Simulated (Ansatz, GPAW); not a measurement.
# A 13-layer slab of Mo(100): work function by functional and basis, part 3 of 3

Aim: the work function of both faces of a 13-layer slab of Mo(100), and its spread over functionals and bases.

GPAW 26.7.0 and Ansatz 0.2.0; Ansatz plane waves; slab in vacuum with a dipole correction, relaxation; PAW set soft_1 (the session's first sound run).

So far, upper work function (eV): step 2 (relaxing the atoms, PBE) 3.87; step 4 (self-consistent run: xc = "revPBE") 3.71; step 5 (self-consistent run: xc = "vdW-DF2", GPAW, PAW setups, GPAW) 4.33; step 6 (OptPBE vdW: xc = "optPBE-vdW", GPAW, PAW setups, GPAW) 4.11; step 7 (real-space grid: mode = "fd", PBE, GPAW) 3.86.

## 9. A second plane-wave code

A second program with its own datasets checks the number independently.

This step: Ansatz plane waves; slab in vacuum with a dipole correction; PAW set soft_1 (Ansatz 0.2.0).

The input, input.yaml:

```yaml
crystal:
  lattice:
    - [3.15, 0.0, 0.0]
    - [0.0, 3.15, 0.0]
    - [0.0, 0.0, 32.9]
  atoms:
    - { symbol: Mo, position: [0.0, 0.0, 0.2127659574] }
    - { symbol: Mo, position: [0.5, 0.5, 0.2606382979] }
    - { symbol: Mo, position: [0.0, 0.0, 0.3085106383] }
    - { symbol: Mo, position: [0.5, 0.5, 0.3563829787] }
    - { symbol: Mo, position: [0.0, 0.0, 0.4042553191] }
    - { symbol: Mo, position: [0.5, 0.5, 0.4521276596] }
    - { symbol: Mo, position: [0.0, 0.0, 0.5003573589] }
    - { symbol: Mo, position: [0.5, 0.5, 0.54884934] }
    - { symbol: Mo, position: [0.0, 0.0, 0.5964267248] }
    - { symbol: Mo, position: [0.5, 0.5, 0.6451986727] }
    - { symbol: Mo, position: [0.0, 0.0, 0.6924122714] }
    - { symbol: Mo, position: [0.5, 0.5, 0.7423018033] }
    - { symbol: Mo, position: [0.0, 0.0, 0.7844114403] }
kpoints:
  mp_grid: { grid: [10, 10, 1] }
hamiltonian:
  xc: pbe
  pseudopotentials: { kind: paw, azcp: { folder: soft_1 } }
scf:
  occupations: { method: fermi_dirac, width: 0.1 }
efield:
  axis: 3
  dipole_correction: true
  ramp_width: 0.05
output:
  forces: true
  write_potential: true
  write_density: true
  volumetric_format: npy
  elf: true
```

Command:

```sh
$ ansatz run input.yaml --threads 4 --pin off --max-ram 8192MiB --backend cpu --events-out ev --progress --plain --runs-dir out
```

Numbers of over 12 decimals in the logs are rounded to 6 here.

The log of the run:

```text
[...]
Crystal: 13 atoms, lattice volume = 326.450 Å³
Basis set: ecut = 420 eV, 6421 PW (Γ), exchange–correlation on 48×48×450 points (8 copies of the dense FFT grid, shifted against one another)
Bands: 110, of which v1, the nominal top of the filled ones, is band 91 counted from 1 (90 counted from 0)
Symmetry: 8 space group operations
[...]
k-points: 21 of 100
[...]
SCF iter   1: F=—  HF=-64435.134840 eV  |F-HF|=—  |Δ(HF+E_count)|=         —  Δρ=8.75e-2  dr2=1.44e2  ethr=3.10e-3  p=-0.000 e·Å  D=-1.06e-8 V/Å  ΔV_dip=0.00 eV  dr2_dipole=1.72e1  V_vac-E_F(+/−)=6.35/6.35 eV  ⟨swp⟩=8.5  Hψ=10466  notcnv=0
[...]
SCF iter  12: F=-64424.744621 eV  HF=-64424.744621 eV  |F-HF|=1.53e-8  |Δ(HF+E_count)|=   9.94e-8  Δρ=2.19e-6  dr2=3.10e-8  ethr=5.49e-11  p=0.004 e·Å  D=2.04e-3 V/Å  ΔV_dip=-0.07 eV  dr2_dipole=2.66e-10  V_vac-E_F(+/−)=3.87/3.94 eV  ⟨swp⟩=17.0  Hψ=19806  notcnv=0
[...]
SCF 1 converged in 12 iterations: F = -64424.744621 eV  dr2 = 3.10e-8
[...]
SCF converged after 12 iterations
Free energy (F): -64424.744621 eV
[...]
Internal energy: -64424.383268 eV  (E = F + TS)
E sigma→0 (E₀):  -64424.563944 eV
Entropy (-TS):   -0.361353 eV (-27.796 meV/atom)
Fermi energy:    11.667966 eV
Dipole field:    D = 0.002024 V/Å  (p = 0.003651 e·Å, saw-weighted, corrected)
Work function:   Φ+ = 3.8695 eV   Φ− = 3.9361 eV
[...]
--- Forces (eV/Å), atoms counted from 1 ---
  atom   1  Mo     0.00000000    -0.00000000     1.36353741
  atom   2  Mo    -0.00000000     0.00000000    -1.34918982
  atom   3  Mo    -0.00000000     0.00000000    -0.14188011
  atom   4  Mo    -0.00000000     0.00000000    -0.03207453
  atom   5  Mo     0.00000000    -0.00000000     0.07303991
  atom   6  Mo     0.00000000    -0.00000000     0.08747307
  atom   7  Mo    -0.00000000     0.00000000    -0.00273230
  atom   8  Mo    -0.00000000    -0.00000000    -0.00049775
  atom   9  Mo     0.00000000     0.00000000     0.00011257
  atom  10  Mo     0.00000000    -0.00000000     0.00287042
  atom  11  Mo    -0.00000000     0.00000000    -0.00062044
  atom  12  Mo    -0.00000000    -0.00000000    -0.00005972
  atom  13  Mo    -0.00000000    -0.00000000    -0.00002731
  max |Σ_I F_I| component: 4.86e-5 eV/Å
--- Band table (eV; the first three rows and the last of 21) ---
  k-point 0: bands = [... 87 lower, 11.0076, 11.0076, 11.1285, 11.3569, 11.3569, 11.5870, 11.5954, 11.6526, ... 15 higher]
  k-point 1: bands = [... 87 lower, 11.0952, 11.1891, 11.3379, 11.4512, 11.4616, 11.5359, 11.5400, 11.8141, ... 15 higher]
  k-point 2: bands = [... 87 lower, 10.9338, 11.0211, 11.4014, 11.4728, 11.9401, 12.0049, 12.0401, 12.0637, ... 15 higher]
  k-point 20: bands = [... 87 lower, 12.7354, 12.7354, 13.1608, 13.2198, 13.4427, 13.4534, 13.5734, 13.5876, ... 15 higher]
```

Elapsed: 44 s, on 4 threads of Arm Neoverse V1, shared host; peak memory 1.2 GiB; 2.9 min of CPU time.

This step gave:

| Property | Result |
| --- | --- |
| upper work function | 3.869 eV |
| lower work function | 3.936 eV |
| dipole along the normal | 0.003651 e·Å |
| dipole field | 0.002024 V/Å |

The electrostatic potential energy of an electron (with the applied field's), less the Fermi level, planar mean oscillates, so the rows of the table below give means over windows of 1.61 Å about each position, cut where the curve ends. Its maxima inside the range that stand out by 2 % of the span (Å: eV): 7.7: -8.55, 9.4: -9.06, 11.0: -9.01, 12.6: -9.14, 14.0: -9.12, 15.6: -8.82, 17.3: -8.66, 18.9: -9.21, 20.5: -8.53, 21.9: -9.44, 23.5: -8.00, 25.2: -12.3. Its minima: 7.0: -15.3, 8.6: -15.7, 10.1: -15.8, 11.7: -15.8, 13.3: -15.9, 14.9: -15.8, 16.5: -15.8, 18.1: -15.7, 19.6: -15.8, 21.2: -15.7, 22.8: -15.7, 24.4: -16.0, 25.7: -15.6.

Table of electrostatic potential energy of an electron (with the applied field's), less the Fermi level, planar mean by z; means over each step:

| z (Å) | electrostatic potential energy of an electron (with the applied field's), less the Fermi level, planar mean (eV) |
| --- | --- |
| 0.81 | 3.93 |
| 2.42 | 3.93 |
| 4.02 | 3.84 |
| 5.63 | 0.769 |
| 7.24 | -11.7 |
| 8.85 | -12.5 |
| 10.46 | -12.5 |
| 12.07 | -12.5 |
| 13.68 | -12.6 |
| 15.29 | -12.5 |
| 16.90 | -12.4 |
| 18.51 | -12.7 |
| 20.12 | -12.3 |
| 21.73 | -12.7 |
| 23.34 | -11.9 |
| 24.95 | -14.2 |
| 26.56 | -5.23 |
| 28.17 | 3.55 |
| 29.78 | 3.86 |
| 31.39 | 3.87 |

The valence density, planar mean oscillates, so the rows of the table below give means over windows of 1.61 Å about each position, cut where the curve ends. Its maxima inside the range that stand out by 2 % of the span (Å: e/Å³): 7.0: 1.17, 8.6: 1.18, 10.1: 1.19, 11.7: 1.19, 13.3: 1.20, 14.9: 1.19, 16.5: 1.19, 18.1: 1.18, 19.6: 1.19, 21.2: 1.19, 22.8: 1.19, 24.4: 1.21, 25.7: 1.19. Its minima: 7.7: 0.562, 9.4: 0.547, 11.0: 0.552, 12.6: 0.561, 14.0: 0.557, 15.6: 0.540, 17.3: 0.531, 18.9: 0.560, 20.5: 0.529, 21.9: 0.586, 23.5: 0.499, 25.2: 0.760.

The valence density, planar mean by z; means over each step:

z (Å), valence density, planar mean (e/Å³) and a bar:
```
     2.42       0.00 
     4.02       0.00 
     5.63       0.11 ###
     7.24       0.87 #########################
     8.85       0.89 ##########################
    10.46       0.89 ##########################
    12.07       0.90 ##########################
    13.68       0.90 ##########################
    15.29       0.89 ##########################
    16.90       0.89 ##########################
    18.51       0.90 ##########################
    20.12       0.88 ##########################
    21.73       0.91 ###########################
    23.34       0.86 #########################
    24.95       1.02 ##############################
    26.56       0.47 ##############
    28.17       0.01 
    29.78       0.00 
    31.39       0.00
```

Force by atom:

| atom | x (eV/Å) | y (eV/Å) | z (eV/Å) | size |
| --- | --- | --- | --- | --- |
| Mo1 | 0.00 | 0.00 | 1.36 | 1.36 |
| Mo2 | 0.00 | 0.00 | -1.35 | 1.35 |
| Mo3 | 0.00 | 0.00 | -0.14 | 0.14 |
| Mo4 | 0.00 | 0.00 | -0.03 | 0.03 |
| Mo5 | 0.00 | 0.00 | 0.07 | 0.07 |
| Mo6 | 0.00 | 0.00 | 0.09 | 0.09 |
| Mo7 | 0.00 | 0.00 | 0.00 | 0.00 |
| Mo8 | 0.00 | 0.00 | 0.00 | 0.00 |
| Mo9 | 0.00 | 0.00 | 0.00 | 0.00 |
| Mo10 | 0.00 | 0.00 | 0.00 | 0.00 |
| Mo11 | 0.00 | 0.00 | 0.00 | 0.00 |
| Mo12 | 0.00 | 0.00 | 0.00 | 0.00 |
| Mo13 | 0.00 | 0.00 | 0.00 | 0.00 |

ELF in the ca plane at fractional y = 0.000, with atoms of Mo within 0.2 Å of it. It is the smooth field of the valence electrons, not physical close to the nuclei.

Values, 5 rows by 16 columns, each cell a mean:
```
0.31 0.60 0.45 0.31 0.53 0.52 0.32 0.46 0.59 0.31 0.46 0.62 0.13 0.04 0.01 0.00
0.41 0.27 0.31 0.42 0.28 0.28 0.43 0.31 0.26 0.40 0.33 0.26 0.16 0.07 0.01 0.00
0.41 0.33 0.40 0.40 0.37 0.37 0.40 0.40 0.33 0.39 0.40 0.28 0.23 0.10 0.02 0.00
0.39 0.35 0.32 0.41 0.34 0.33 0.42 0.33 0.35 0.38 0.35 0.38 0.13 0.06 0.01 0.00
0.28 0.59 0.47 0.27 0.54 0.53 0.27 0.49 0.58 0.28 0.48 0.61 0.14 0.03 0.01 0.00
```
Columns run along c (16.0 Å, from fractional 0.45 to 0.94 of the cell), rows up along a (3.1 Å). Atoms in or near the plane, at fractional coordinates: Mo at (0.50, 0.00), Mo at (0.60, 0.00), Mo at (0.69, 0.00), Mo at (0.78, 0.00).

Electrostatic potential energy in the ca plane at fractional y = 0.000, with atoms of Mo within 0.2 Å of it. With pseudopotentials it is smooth inside the atoms' cores, unlike the true potential.

Values in eV, 5 rows by 16 columns, each cell a mean:
```
  8 -42 -21  10 -33 -31  11 -23 -40   9 -20 -41   7  15  15  16
 12   1   6  12   3   4  12   6   1  12   7   1  13  15  16  16
 12  11  12  12  12  12  12  12  11  12  12  11  14  15  16  16
 11 -11   0  12  -6  -5  12  -1 -10  11   0 -11  11  15  16  16
  7 -50 -28  10 -41 -39  10 -30 -48   7 -27 -50   6  15  15  16
```
Columns run along c (16.0 Å, from fractional 0.45 to 0.94 of the cell; values clipped at the 3rd and 97th percentile), rows up along a (3.1 Å). Atoms in or near the plane, at fractional coordinates: Mo at (0.50, 0.00), Mo at (0.60, 0.00), Mo at (0.69, 0.00), Mo at (0.78, 0.00).

Valence density in the ca plane at fractional y = 0.000, with atoms of Mo within 0.2 Å of it. It is the smooth field of the valence electrons, not physical close to the nuclei.

Ten even steps from '0' (0.0 e/Å³) to '9' (7.0 e/Å³), each cell a mean:
```
00148841000169730000279620001688300000000000
00013310000023310000123200000233100000000000
00000000000000000000000000000000000000000000
00000000000000000000000000000000000000000000
00000000000000000000000000000000000000000000
00001100000011100000011100000111000000000000
00036630000146520000256410001465200000000000
00159951000279940000389720002799400000000000
```
Columns run along c (16.0 Å, from fractional 0.45 to 0.94 of the cell), rows up along a (3.1 Å). Atoms in or near the plane, at fractional coordinates: Mo at (0.50, 0.00), Mo at (0.60, 0.00), Mo at (0.69, 0.00), Mo at (0.78, 0.00).

The upper face's work function is 3.869 eV, against 3.864 eV in the first plane-wave PBE run at this geometry.

## 10. Side by side

Results and costs are gathered.

This step: comparison of work functions, dipole and cost; PAW set soft_1 (GPAW 26.7.0).

Ladder, by row:

| step | code | work function, upper (eV) | work function, lower (eV) | dipole (e Å) | wall time (s) | peak memory (GiB) | threads |
| --- | --- | --- | --- | --- | --- | --- | --- |
| pw | GPAW | 3.864 | 3.931 | 0.00367 | 2399 | 0.56 | 1 |
| revPBE | GPAW | 3.708 | 3.778 | 0.003881 | 2905 | 0.56 | 1 |
| vdW-DF2 | GPAW | 4.328 | 4.371 | 0.002361 | 2500 | 0.73 | 1 |
| optPBE-vdW | GPAW | 4.113 | 4.165 | 0.00281 | 2023 | 0.73 | 1 |
| fd | GPAW | 3.862 | 3.929 | 0.003658 | 10031 | 3.11 | 1 |
| ansatz | Ansatz | 3.869 | 3.936 | 0.003651 | 44.05 | 1.234 | 4 |

## 11. A changed run

One more run, with changed settings.

This step: GPAW, PAW setups; slab in vacuum (GPAW 26.7.0).

The input, run.py:

```python
import json
import numpy as np
from ase import Atoms
from gpaw import GPAW

slab = Atoms(
    ['Mo', 'Mo', 'Mo', 'Mo', 'Mo', 'Mo', 'Mo', 'Mo', 'Mo', 'Mo', 'Mo', 'Mo', 'Mo'],
    positions=[
        [0.00000, 0.00000, 7.00000],
        [1.57500, 1.57500, 8.57500],
        [0.00000, 0.00000, 10.15000],
        [1.57500, 1.57500, 11.72500],
        [0.00000, 0.00000, 13.30000],
        [1.57500, 1.57500, 14.87500],
        [0.00000, -0.00000, 16.46176],
        [1.57500, 1.57500, 18.05714],
        [0.00000, -0.00000, 19.62244],
        [1.57500, 1.57500, 21.22704],
        [0.00000, 0.00000, 22.78036],
        [1.57500, 1.57500, 24.42173],
        [-0.00000, 0.00000, 25.80714]],
    cell=[[3.15, 0.0, 0.0], [0.0, 3.15, 0.0], [0.0, 0.0, 32.9]],
    pbc=[True, True, False])

slab.calc = GPAW(mode='fd', h=0.4, xc='PBE', kpts={'size': (10, 10, 1), 'gamma': True},
                 occupations={'name': 'fermi-dirac', 'width': 0.1}, nbands='160%',
                 convergence={'density': 1e-05}, maxiter=75,
                 poissonsolver={'dipolelayer': 'xy'},
                 symmetry={'tolerance': 1e-3}, txt='slab.txt')
result = {}
energy = slab.get_potential_energy()
fermi = slab.calc.get_fermi_level()
v = slab.calc.get_electrostatic_potential().mean((0, 1)) - fermi
n = slab.calc.get_pseudo_density().mean((0, 1))
L = slab.cell[2, 2]
z = np.arange(len(v)) * L / len(v)
low, high = slab.positions[:, 2].min(), slab.positions[:, 2].max()
below, above = np.interp([low - 4.8, high + 4.8], z, v)
slopes = [np.interp(x, z, np.gradient(v, z)) for x in (low - 4.8, high + 4.8)]
eps = np.array([[slab.calc.get_eigenvalues(k, s) for k in range(len(slab.calc.get_ibz_k_points()))]
                for s in range(slab.calc.get_number_of_spins())]) - fermi
top, bottom = eps[eps < 0].max(), eps[eps > 0].min()
dipole = slab.get_dipole_moment()[2]
print(f'energy {energy:.4f} eV, Fermi level {fermi:.4f} eV, dipole {dipole:.5f} e A')
print(f'potential 4.8 A off the faces, from the Fermi level: lower {below:.4f} eV, upper {above:.4f} eV')
print(f'slope of the potential there: lower {slopes[0]:.5f}, upper {slopes[1]:.5f} eV/A')
print(f'nearest levels on the mesh: {top:.4f} and {bottom:.4f} eV')
print('magnetic moment', round(slab.get_magnetic_moment(), 3))
result.update(energy=energy, fermi=fermi, dipole=dipole, below=below, above=above, slopes=slopes, edges=[top, bottom],
              z=z.tolist(), v=v.tolist(), n=n.tolist(), positions=slab.positions.tolist(),
              forces=slab.get_forces(apply_constraint=False).tolist(), moments=slab.get_magnetic_moments().tolist())
json.dump(result, open('result.json', 'w'))
```

Command:

```sh
$ OMP_NUM_THREADS=1 OPENBLAS_NUM_THREADS=1 python run.py
```

The log of the run:

```text
energy -145.1269 eV, Fermi level -3.9332 eV, dipole 0.00080 e A
potential 4.8 A off the faces, from the Fermi level: lower 3.9396 eV, upper 3.9249 eV
slope of the potential there: lower -0.00245, upper 0.00236 eV/A
nearest levels on the mesh: -0.0077 and 0.0096 eV
magnetic moment 0.0
```

The job ended after 24 min (1 thread; peak memory 0.47 GiB).

The run finished. A setting was moved off its sound value on purpose, so it serves as a test and not as the result.

The fault put into the input: a grid far too coarse (mode = "fd" and h = 0.4).

Side by side:

| quantity | this run | sound run | difference |
| --- | --- | --- | --- |
| upper work function (eV) | 3.9249 | 3.8640 | 0.0610 |
| lower work function (eV) | 3.9396 | 3.9309 | 0.00878 |

The two runs differ clearly in the upper work function: 3.92 eV against 3.86 eV.

## 12. Results

```yaml
work_function_upper_and_lower_face: 3.864 and 3.931 eV
dipole_along_the_normal: 0.00367 e Å
```

In words: With plane waves and PBE the work function is 3.86 eV on the upper face and 3.93 eV on the lower. The two faces differ by 0.067 eV, the step that the slab's dipole makes (e p/(ε0 A) gives 0.067 eV), so the dipole layer is needed. The lowest atoms were held at bulk positions, which alone makes the faces unlike. The measured value for this face is 4.45 eV (as compiled in "Anisotropic work function of elemental crystals", 2019, arxiv:1902.07811); the relaxed upper face lies 0.59 eV under it with PBE, and vdW-DF2 comes nearest (4.33 eV). Measured work functions scatter by a tenth of an eV or more between methods. The clean face reconstructs (W and Mo (100) only when cold), while this slab is an unreconstructed 1×1 cell, so the two are not the same surface. Over the sound runs of the table the upper face's work function spans 3.708 (revPBE) to 4.328 eV (vdW-DF2). The two plane-wave codes differ by 0.0055 eV on the upper face. The in-plane lattice was kept as typed, which isn't the functional's own and leaves some strain; spin-orbit coupling and temperature are left out.

[Logs are printed without paths, hosts, clocks, repeated set-up lines and the standing remarks that a program may print on its own settings, such as how far it seeks lower states.]

[Hosts, paths, dates, database ids (printed as entryN), source tags and the programs' standing remarks are cut or masked in the printed files.]
